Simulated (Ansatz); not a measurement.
# Lattice dynamics of SiBi (built on the sites of a database entry of SnSb), part 2 of 2

Aim: the vibrations of SiBi (built on the sites of a database entry of SnSb), their spectra, and whether the structure is stable.

Ansatz 0.2.0; DFT PBE+D4, scalar-relativistic, plane waves, PAW.

So far. Step 3 (Tight relaxation): The forces vanish by symmetry and the pressure is 0.004 GPa, within the tolerances set. The cell now holds 24.32 Å³/atom. Within 0.01 Å the structure now has space group Fm-3m, not the R-3m of the start. Step 4 (Linear response at the zone centre): Before it was imposed, the acoustic sum rule was missed by 3.3e-6 eV/Å². Small misses are needed for a sound result but don't prove that mesh and cutoff are converged. The relaxed cell has a = 5.795 Å (conventional setting).

The structure was built from a prototype and need not be the compound's stable phase.

## Step 5: The dispersion

Stability and thermal properties need the whole zone. Linear response on a 3×3×3 q mesh gives force constants as far as a supercell of that size would.

The input, input.yaml:

```yaml
crystal:
  lattice:
    - [2.048674519, 1.1828011595, 3.3460871524]
    - [-2.048674519, 1.1828011595, 3.3460871524]
    - [0.0, -2.3656071955, 3.3460854286]
  atoms:
    - { symbol: Si, position: [0.0, 0.0, 0.0] }
    - { symbol: Bi, position: [0.5, 0.5, 0.5] }
kpoints:
  mp_grid: { grid: [12, 12, 12] }
hamiltonian:
  xc: pbe
  dispersion: d4
scf:
  occupations: { method: methfessel_paxton, width: 0.15 }
output:
  eigenvalues: true
phonons:
  method: dfpt
  qmesh: [3, 3, 3]
  temperatures: { t_max: 1000, t_step: 50 }
  qpath:
    path:
      - [[0.0, 0.0, 0.0], [0.5, 0.50006127, 6.128e-05], [0.62501532, 0.62509191, 0.2500766]]
      - [[0.75004596, 0.37513788, 0.37509192], [0.0, 0.0, 0.0], [0.50003064, 0.50009192, 0.50006128], [0.75003064, 0.50012256, 0.25009192], [0.5, 0.50006127, 6.128e-05]]
    npoints: 10
```

Launch:

```console
$ ansatz run input.yaml --threads 4 --pin off --max-ram 7168MiB --backend cpu --events-out ev --progress --plain --runs-dir out
```

Numbers of over 12 decimals in the logs are rounded to 6 here.

The log of the run:

```text
[...]
Crystal: 2 atoms, lattice volume = 48.649 Å³
Basis set: ecut = 420 eV, 941 PW (Γ), exchange–correlation on 60×60×60 points (8 copies of the dense FFT grid, shifted against one another)
Bands: 14, of which v1, the nominal top of the filled ones, is band 10 counted from 1 (9 counted from 0)
Symmetry: 12 space group operations
k-points: 189 of 1728
[...]
SCF iter   1: F=—  HF=-13032.406360 eV  |F-HF|=—  |Δ(HF+E_count)|=         —  Δρ=9.62e-4  dr2=3.84e-4  ethr=1.77e-3  ⟨swp⟩=5.5  Hψ=14928  notcnv=0
[...]
SCF iter  10: F=-13032.405810 eV  HF=-13032.405810 eV  |F-HF|=3.64e-12  |Δ(HF+E_count)|=  1.82e-12  S|Δr|=    0.00e0  Δρ=3.63e-9  dr2=4.77e-15  ethr=1.00e-12  ⟨swp⟩=6.5  Hψ=11561  notcnv=0
SCF 1 converged in 10 iterations: F = -13032.405810 eV  dr2 = 4.77e-15
[...]
phonons: the bands overlap, so this run is a metal and interpolates without the dipole-dipole term. If the crystal is really an insulator or semiconductor, its LO-TO splitting is missing
NSCF: frozen V_eff on 189 k-points
WARN: eigensolver did not converge in 18 slots of this pass, the one above among them; of largest residual over every band (k=6): 1 band(s) unlocked (lowest unlocked band 13, counted from 0; max residual 3.98e-3 eV among the unlocked bands, 3.98e-3 eV over every band); of lowest unlocked band (k=0): band 13
[...]
DFPT response loops at q = (0, 0, 0) (fractional): preconditioner auto → Kerker (q_TF=auto, 2.333 Å⁻¹) (partly filled bands, converged f_vac=0.000); β = 1.00, the filter's whole step (`scf.mixing.beta` (0.50) is not read by the response loops under this deck's `scf.mixing.preconditioner`; to damp them name `kerker` or `kerker_dos`, under which they read `scf.mixing.beta`, and type it under 1.00, their step now; both keys bind the ground state too); Broyden in place of MSR1
[...]
SCF converged after 10 iterations
[...]
Free energy (F): -13032.405810 eV
[...]
Internal energy: -13032.405282 eV  (E = F + TS)
E sigma→0 (E₀):  -13032.405678 eV
Entropy (-TS):   -0.000528 eV (-0.264 meV/atom)
Fermi energy:    10.268246 eV
[...]
--- Band table (eV; the first three rows and the last of 189) ---
  k-point 0: bands = [... 6 lower, 7.5457, 9.5580, 9.5605, 9.5605, 15.1710, 15.1710, 15.1718, 15.7061]
  k-point 1: bands = [... 6 lower, 6.9008, 9.5653, 9.5674, 9.9856, 14.6476, 14.6481, 14.7446, 15.7133]
  k-point 2: bands = [... 6 lower, 5.6822, 9.5977, 9.5997, 10.5581, 13.6940, 13.6941, 13.9898, 15.8921]
  k-point 188: bands = [... 6 lower, 1.6960, 10.3500, 10.3500, 10.8422, 10.8422, 11.4971, 11.6983, 19.5913]
--- Phonons (Γ-DFPT): 4 representative perturbations + reference (Σ response iterations 12) ---
  ASR residual: 3.207e-6 → 0.000e0 eV/Å²; symmetrization residual: 3.522e-5 eV/Å²
[...]
ASR residual per site (eV/Å²): 1.70e-6 3.21e-6
  Γ frequencies (cm⁻¹): 0.00 0.00 0.00 142.72 142.91 142.91
--- Phonons (arbitrary-q DFPT): 6 irreducible q on the 3×3×3 mesh ---
  q = [0.0000, 0.0000, 0.0000] (star 1, of the zone-centre solve; hermiticity 1.89e-5, symmetrization 9.47e-6): -0.00 -0.00 0.00 142.72 142.91 142.91
  q = [0.0000, 0.0000, 0.3333] (star 6, 6 solved perturbations on 936 of 1728 k-point pairs; hermiticity 8.98e-7, symmetrization 1.97e-11): 67.68 67.69 86.21 198.27 198.31 238.89
  q = [0.0000, 0.3333, 0.3333] (star 6, 4 solved perturbations in 5328 linear systems a pass and spin channel, the states on 1728 of 1728 k-point pairs; hermiticity 7.77e-4, symmetrization 3.88e-4): 30.31 30.32 80.91 129.99 130.10 221.23
[...]
sum rule: each row above includes the acoustic sum rule's correction from the zone centre's row sums; it moved no ω² by more than (0.13 cm⁻¹)²
  mesh force constants: q→R imaginary residual 1.22e-16; ASR residual 3.207e-6 → 0.000e0 eV/Å²; symmetrization residual 2.665e-15 eV/Å²
  interpolated dispersion: 62 rows × 6 modes
  density of states and harmonic sums: on the 18×18×18 q-mesh, interpolated from the force constants of a 3×3×3 supercell (no non-analytic term)
  largest difference from the sums on the solved wave vectors: F 2.14e-2 eV, S 2.71e-5 and C_V 5.63e-6 eV/K
  zero-point energy: 0.047469 eV/cell   skipped modes (ω ≤ 0): 34, of them read as no rigid motion or as one in doubt: 31 (4.527e-2 modes/cell left out, lowest -20.37 cm⁻¹)   left out of the sums: 7.63e-3 of the cell's modes: C_V's classical limit lies that fraction below 3 k_B per atom; for a crystal, a wire or a layer, F and S can be off by more, and a phonons.interpolated_qmesh denser along its periods is the remedy for the sampling
```

Wall time 4.4 min (4 threads of Intel Xeon 6975P-C (Granite Rapids), shared host); peak memory 3 GiB; 15 min of CPU time.

This step gave:

```yaml
sum_rule_residual_before_enforcement: 3.21e-6 eV/Å²
lowest_frequency_on_the_path: -20.43 cm⁻¹
highest_frequency_on_the_path_or_at_a_solved_wavevector: 265 cm⁻¹
lowest_mode_on_the_q_mesh_acoustic_modes_at_gamma_apart: 30.31 cm⁻¹
```

Frequencies (cm⁻¹) solved at each irreducible wavevector; negative means imaginary. Frequencies by wavevector, by row:

```csv
q in reciprocal lattice units,star,mode 1,mode 2,mode 3,mode 4,mode 5,mode 6
0 0 0,1,0,0,0,142.7,142.9,142.9
0 0 0.3333,6,67.7,67.7,86.2,198.3,198.3,238.9
0 0.3333 0.3333,6,30.3,30.3,80.9,130,130.1,221.2
0 0.3333 -0.3333,6,48.5,72.3,82.2,174.6,201.9,221.1
0.3333 0.3333 0.3333,2,67.7,67.7,86.2,198.2,198.2,238.9
0.3333 0.3333 -0.3333,6,48.5,72.3,82.2,174.6,201.9,221.1
```

Interpolated from a 3×3×3 q mesh. Phonon branches along the path, in cm⁻¹:

```csv
point,branch 1,branch 2,branch 3,branch 4,branch 5,branch 6
Γ,0,0,0,143,143,143
halfway,18,18,86,136,136,230
X,30,30,37,126,126,182
halfway,42,44,46,145,150,181
U,48,63,70,178,182,195
jump to K,48,63,70,178,182,195
halfway,6,71,84,152,202,231
Γ,0,0,0,143,143,143
halfway,54,54,69,179,179,211
L,80,80,102,218,218,265
halfway,69,72,88,195,203,236
W,41,41,83,171,171,219
halfway,30,44,65,145,178,180
X,30,30,37,126,126,182
```

The phonon branches as a text plot (rows in cm⁻¹):

```
    259 |                                      *****
    247 |                    ***              *     **
    235 |      *            *   *                     *
    223 |    ** *          *                 *   **    ****
    211 |        *          **** *          *  ** ****     *
    200 |   *     **      **    *             *      ***    *
    188 |           *    *       ***       * *         **    *
    176 |  *         ********     **      * *           *********
    164 |               *    **     *      *               *  *
    152 | *            *       ***  **  ***                 **
    140 |*******       *          *******                     **
    128 |       *******                                        **
    116 |
    104 |                                       ****
     93 |                   ****              **    ***
     81 |    *****         ******            * ******* ******
     69 |   *     **     ***    **          * *      ***     *
     57 |  *            **       ***       ***          *     *
     45 |           *  ******     ***     **             *******
     33 | *      ******      **     *    **                ******
     21 |      **              *     *  **
      9 |                       *       *
     -3 |**  **                       **
    -14 |  **                    *****
         Γ           X  U|K            Γ         L        W     X
```

Tetrahedra on a 18×18×18 mesh, mean over bins of 5 cm-1. Interpolated from a 3×3×3 q mesh. The phonon density of states by wavenumber; read off at these points:

```csv
wavenumber (cm⁻¹),phonon density of states (1/cm⁻¹/cell)
-22,0
-12,0.00253
-2,0.00238
8,0.00328
18,0.0049
28,0.00952
38,0.0289
48,0.0429
58,0.0396
68,0.0482
78,0.0678
88,0.0523
98,0.00852
108,0
118,0
128,0.0012
138,0.00987
148,0.0232
158,0.0229
168,0.0262
178,0.0328
188,0.0319
198,0.0300
208,0.0337
212,0.0387
218,0.0246
228,0.0223
232,0.0262
238,0.0218
248,0.00956
258,0.00356
268,0
```

The partial phonon density of states has structure finer than the step of the table below, so its rows give means over 10 cm⁻¹, whole bins alone (the curve runs from -35.3 to 283 cm⁻¹). Peaks (cm⁻¹: height): Bi 76.7: 0.0663; Si 144.7: 0.0210, 154.6: 0.0244, 176.6: 0.0336, 212.6: 0.0381, 230.6: 0.0250.

Phonopy on the run's constants, 17x17x17 mesh, Gaussian sigma 2.3 cm-1. Interpolated from a 3×3×3 q mesh. Partial phonon density of states against wavenumber; means over each step; values in 1/cm⁻¹/cell:

```csv
wavenumber (cm⁻¹),Bi,Si
-30,1.3e-4,1.9e-5
-20,0.00165,2.4e-4
-10,0.00220,3.1e-4
0,9.6e-4,1.3e-4
10,0.00294,3.9e-4
20,0.00517,6.3e-4
30,0.0170,0.00196
40,0.0276,0.00298
50,0.0364,0.00324
60,0.0389,0.00198
70,0.0526,0.00121
80,0.0554,6.4e-4
90,0.0387,3.8e-4
100,0.00622,3.8e-5
110,3.8e-5,0
120,2.0e-5,1.6e-4
130,5.1e-4,0.00436
140,0.00164,0.0140
150,0.00212,0.0191
160,0.00193,0.0214
170,0.00213,0.0250
180,0.00251,0.0309
190,0.00147,0.0298
200,8.2e-4,0.0294
210,4.7e-4,0.0344
220,2.3e-4,0.0234
230,1.7e-4,0.0234
240,8.7e-5,0.0192
250,2.7e-5,0.00832
260,4.6e-6,0.00274
270,0,1.4e-4
```

Second derivatives of the energy by pair, one row for each kind of neighbour of each atom listed. Each entry sums the pair over the periodic images of the supercell that the q mesh stands for, and in a polar crystal it holds the long-range dipole part too. Force constants by pair, by row:

```csv
atom,neighbour,distance (Å),third of the trace (eV/Å²),along the pair's line (eV/Å²)
Si1,itself,0,3.805,–
Si1,Bi,2.897,-0.2793,-1.113
Si1,Si,4.097,-0.0304,-0.2704
Si1,Si,4.098,-0.0302,-0.2702
Si1,Bi,5.018,-0.0737,-0.0532
Si1,Bi,5.019,-0.074,-0.0536
Si1,Si,5.795,-0.3151,-0.8227
Si1,Bi,6.479,0.0094,0.0742
Si1,Bi,6.479,0.0092,0.0742
Bi2,itself,0,4.325,–
Bi2,Si,2.897,-0.2793,-1.113
Bi2,Bi,4.097,-0.1314,-0.4913
Bi2,Bi,4.098,-0.1308,-0.4906
Bi2,Si,5.018,-0.0737,-0.0532
Bi2,Si,5.019,-0.074,-0.0536
Bi2,Bi,5.795,-0.2595,-0.6721
Bi2,Si,6.479,0.0094,0.0742
Bi2,Si,6.479,0.0092,0.0742
```

Symmetry leaves 6 wavevectors to solve. The lowest mode among them, the acoustic zeros apart, lies at q = (0, 0.333, 0.333) and is real, 30.3 cm⁻¹. Between them the interpolated path dips to 20i cm⁻¹.

## Step 6: Summary of results

```json
{
  "space group after relaxation (within 0.01 Å)": "Fm-3m",
  "volume per atom": "24.3 Å³",
  "electronic character": "no gap on this mesh",
  "highest optical mode at the zone centre (no LO-TO term)": "143 cm⁻¹",
  "lowest optical zone-centre mode": "143 cm⁻¹",
  "lowest mode on the q mesh (acoustic modes at Γ apart)": "30.3 cm⁻¹",
  "highest frequency on the path or at a solved wavevector": "265 cm⁻¹",
  "imaginary modes on the 3×3×3 q mesh": "none"
}
```

**Reading.** No mode is imaginary at the 6 irreducible wavevectors solved, but between them the interpolated path dips to 20.4i cm⁻¹, so stability is not settled. The optical modes at Γ span 143 to 143 cm⁻¹. The highest mode in this list at Γ, 142.9 cm⁻¹, is mostly motion of Si (88 % of the kinetic energy). The interpolated path dips to 20i cm⁻¹ between the solved wavevectors, which may come from the interpolation; a denser q mesh would tell. The relaxed cell left the space group of the starting entry, even within 0.1 Å, so it may not be the phase that the entry, or a measurement on it, describes. With no gap, or one that is small against the smearing, the frequencies hang on the k mesh and the smearing, most of all near Kohn anomalies. The phonon runs are without spin polarisation, although the cell has an odd electron count. Spin-orbit coupling is left out, which can matter for the heavy elements here. A phonon run warned that its eigensolver left some bands unconverged in a pass. In the phonons the program treats the change of the C6 weights of the dispersion term with coordination only in part. The starting cell was built on a prototype and not taken from a measurement, so the phase need not exist. These are harmonic frequencies at zero temperature: anharmonic shifts, linewidths and thermal expansion are left out.

[Logs are printed without paths, hosts, clocks, repeated set-up lines and the standing remarks that a program may print on its own settings, such as how far it seeks lower states.]

[Hosts, paths, dates, database ids (printed as entryN), source tags and the programs' standing remarks are cut or masked in the printed files.]
